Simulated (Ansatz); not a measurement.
# How fast states decay through KLiC2N2O2, part 2 of 2

Aim: relax a made-up compound, KLiC2N2O2, and see how good a tunnel barrier it would be. It is built by putting Li for part of the K in the KCNO structure of space group Ima2, with the volume rescaled by atomic radii. The parent structure comes from the Materials Project.

Ansatz 0.2.0; r2SCAN DFT, plane waves, PAW files (the session's first sound run).

So far. Step 4 (Complex bands, plane (010)): At the listed wavevectors the last open channel is at -0.04 eV and the next at +5.36 eV on the grid. At +2.60 eV, the grid energy nearest the filling level (the middle of the gap on the SCF mesh), the slowest state at the listed wavevectors decays with κ = 0.736 Å⁻¹, its amplitude falling by e over 1.4 Å. Through 1 nm of this crystal that state's transmission falls by exp(−2 × 0.736 Å⁻¹ × 10 Å) = 4.1e-7.

The structure was built from a prototype and need not be the compound's stable phase.

## 6. Decaying states in the gap, plane (001) (continued)

K parallel (0, 0); values up to 1.5 1/Å, a degenerate pair printed once or twice; energies at which all values exceed this have no row. The Im kz of the slowest decaying states by energy, zero at the highest filled level on the SCF mesh:

| energy (eV) | decay 1 (Å⁻¹) | decay 2 (Å⁻¹) | decay 3 (Å⁻¹) | decay 4 (Å⁻¹) |
| --- | --- | --- | --- | --- |
| -1.00 | 0.443 | 0.463 | 0.465 | 0.991 |
| -0.64 | 0.212 | 0.238 | 0.293 | 1.01 |
| -0.28 | 0.199 | 0.289 | 0.325 | 1.02 |
| -0.04 | 0.420 | 0.475 | 1.02 | 1.16 |
| 0.08 | 0.213 | 0.480 | 0.554 | 1.02 |
| 0.44 | 0.419 | 0.592 | 0.715 | 1.01 |
| 0.80 | 0.509 | 0.667 | 0.824 | 0.987 |
| 1.16 | 0.566 | 0.727 | 0.777 | 0.965 |
| 1.52 | 0.603 | 0.772 | 0.778 | 0.942 |
| 1.88 | 0.625 | 0.772 | 0.821 | 0.920 |
| 2.24 | 0.632 | 0.770 | 0.857 | 0.899 |
| 2.60 | 0.624 | 0.766 | 0.881 | 0.886 |
| 2.96 | 0.602 | 0.759 | 0.866 | 0.910 |
| 3.32 | 0.568 | 0.748 | 0.853 | 0.886 |
| 3.68 | 0.523 | 0.734 | 0.839 | 0.847 |
| 4.04 | 0.469 | 0.715 | 0.810 | 0.824 |
| 4.40 | 0.402 | 0.692 | 0.774 | 0.808 |
| 4.76 | 0.317 | 0.663 | 0.738 | 0.789 |
| 5.12 | 0.189 | 0.626 | 0.701 | 0.768 |
| 5.48 | 0.579 | 0.661 | 0.743 | 0.877 |
| 5.84 | 0.519 | 0.616 | 0.714 | 0.848 |
| 6.20 | 0.436 | 0.562 | 0.679 | 0.811 |

K parallel (0.5, 0); values up to 1.5 1/Å, a degenerate pair printed once or twice; energies at which all values exceed this have no row. Im kz of the slowest decaying states against energy, zero at the highest filled level on the SCF mesh:

| energy (eV) | decay 1 (Å⁻¹) | decay 2 (Å⁻¹) | decay 3 (Å⁻¹) | decay 4 (Å⁻¹) |
| --- | --- | --- | --- | --- |
| -1.000 | 0.408 | 0.464 | 0.488 | 0.963 |
| -0.520 | 0.202 | 0.258 | 0.340 | 0.991 |
| -0.040 | 0.348 | 0.368 | 0.500 | 0.989 |
| 0.440 | 0.572 | 0.594 | 0.847 | 1.14 |
| 1.040 | 0.707 | 0.735 | 0.855 | 1.14 |
| 1.520 | 0.755 | 0.768 | 0.829 | 0.865 |
| 2.000 | 0.789 | 0.815 | 0.865 | 0.878 |
| 2.480 | 0.803 | 0.839 | 0.851 | 0.858 |
| 2.960 | 0.804 | 0.811 | 0.845 | 0.863 |
| 3.440 | 0.770 | 0.815 | 0.824 | 0.860 |
| 4.040 | 0.727 | 0.782 | 0.793 | 0.838 |
| 4.520 | 0.691 | 0.734 | 0.735 | 0.815 |
| 5.000 | 0.655 | 0.667 | 0.694 | 0.780 |
| 5.480 | 0.568 | 0.624 | 0.653 | 0.735 |
| 5.960 | 0.437 | 0.583 | 0.606 | 0.679 |

At the listed wavevectors the last open channel is at -0.04 eV and the next at +5.36 eV on the grid. At +2.60 eV, the grid energy nearest the filling level (the middle of the gap on the SCF mesh), the slowest state at the listed wavevectors decays with κ = 0.624 Å⁻¹, its amplitude falling by e over 1.6 Å; the first such run, plane (010), gave 0.736 Å⁻¹.

## 7. Band edges at another level, cutoff 1380 eV

This step: r2SCAN DFT, plane waves, JTH PAW files (Ansatz 0.2.0).

The edges again with JTH files, at the same atoms. Against that run the cutoff is 1380 eV against 500.

Contents of input.yaml:

```yaml
crystal:
  lattice:
    - [-2.9080241224, 2.4166828006, 3.7010670552]
    - [2.9080241224, -2.4166828006, 3.7010670552]
    - [3.6976761835, 3.3362931964, -3.7010670552]
  atoms:
    - { symbol: Li, position: [0.4439888492, 0.4439888492, 0.0] }
    - { symbol: K, position: [0.3068602327, 0.8068602327, 0.5] }
    - { symbol: C, position: [0.78263215, 0.4372197739, 0.8041494043] }
    - { symbol: C, position: [0.6330703696, 0.9784827457, 0.1958505957] }
    - { symbol: "N", position: [0.5173376005, 0.3946009537, 0.6931571006] }
    - { symbol: "N", position: [0.7014438531, 0.8241804998, 0.3068428994] }
    - { symbol: O, position: [0.0528860156, 0.4853037397, 0.9235218104] }
    - { symbol: O, position: [0.5617819293, 0.1293642052, 0.0764781896] }
kpoints:
  mp_grid: { grid: [6, 6, 6] }
  band_path: { path: [VBM, CBM], npoints: 30 }
scf:
  occupations: { method: fixed }
hamiltonian:
  xc: r2scan
  pseudopotentials: { kind: paw, source: jth }
output:
  eigenvalues: true
```

On the command line:

```
ansatz run input.yaml --threads 2 --pin off --max-ram 4096MiB --backend cpu --events-out ev --progress --plain --runs-dir out
```

The job ended after 2.1 min (2 threads of AMD EPYC 9R45, shared host; peak memory 3.5 GiB; 4.1 min of CPU time).

This step gave:

```yaml
free_energy: -4160.7387 eV
fermi_energy: -0.2815 eV
gap_on_the_k_mesh: 5.324 eV
gap_on_path: 5.324 eV, by band count; negative where bands overlap
direct_gap_on_path: 5.324 eV
```

Levels at VBM (eV): -6.94, -6.83, -4.90, -4.54, -4.34, -4.15, -3.18, -3.04, -0.71, -0.54, -0.48, 0.00, 5.32, 7.57, 7.81.

The searched edges give 5.32 eV, as on the mesh.

## 8. Complex bands at another level

This step: r2SCAN DFT, plane waves, JTH PAW files; complex bands by layer matching along the plane's normal (Ansatz 0.2.0).

The complex bands at that level, over its own gap, at (0, 0) and (0.5, 0).

Contents of input.yaml:

```yaml
crystal:
  lattice:
    - [6.669404757, 0.0, 0.0]
    - [1.575358188, 5.589143922, 0.0]
    - [4.122381473, 2.794571961, 3.701067055]
  atoms:
    - { symbol: Li, position: [0.5560111508, 0.5560111508, 0.8879776984] }
    - { symbol: K, position: [0.1931397673, 0.6931397673, 0.6137204654] }
    - { symbol: C, position: [0.0215172543, 0.3669296304, 0.4157025196] }
    - { symbol: C, position: [0.5627802261, 0.21736785, 0.4157025196] }
    - { symbol: "N", position: [0.1758195002, 0.2985561469, 0.2187814536] }
    - { symbol: "N", position: [0.6053990463, 0.4826623996, 0.2187814536] }
    - { symbol: O, position: [0.8706357948, 0.4382180707, 0.6146679449] }
    - { symbol: O, position: [0.5146962603, 0.9471139844, 0.6146679449] }
kpoints:
  mp_grid: { grid: [6, 6, 6] }
scf:
  occupations: { method: fixed }
hamiltonian:
  xc: r2scan
  pseudopotentials: { kind: paw, source: jth }
output:
  eigenvalues: true
  transmission:
    leads: [[0, 0]]
    kpoints: [[0.0, 0.0], [0.5, 0.0]]
    e_range: [-1.0, 6.32]
    de: 0.12
```

The job ended after 1.1 s (2 threads; peak memory 0.43 GiB).

The program refused the input before any cycle.

The program's message: “Error: memory limit exceeded: the `transmission` phase of `transmission` needs 12.47 GiB against the run's memory maximum of 4.00 GiB; largest carriers: transmission 8.70 GiB, source scf tables 3.44 G …”

## 9. Summary of results

```json
{
 "band gap": "5.31 eV",
 "least decay constant at mid-gap, normal to (010)": "0.736 Å⁻¹",
 "least decay constant at mid-gap, normal to (001)": "0.624 Å⁻¹",
 "least decay constant on a mesh, normal to (010)": "0.725 Å⁻¹"
}
```

**Reading.** With r2SCAN, the slowest decay at the wavevectors tried is κ = 0.624 Å⁻¹, normal to (001). Through such a film the transmission near mid-gap falls as exp(−2κd), a factor of ten every 1.8 Å. The decay depends on direction: 1.2 times faster normal to (010). A free electron under a barrier of half the gap would need a mass of 0.56 mₑ to decay at this rate. The compound is made up by substitution; its stability against other phases and against distortions of the cell's symmetry was not tested. r2SCAN still narrows gaps, if less than LDA and GGA do, so real decay constants are likely larger.

[Logs are printed without paths, hosts, clocks, repeated set-up lines and the standing remarks that a program may print on its own settings, such as how far it seeks lower states.]

[Hosts, paths, dates, database ids (printed as entryN), source tags and the programs' standing remarks are cut or masked in the printed files.]
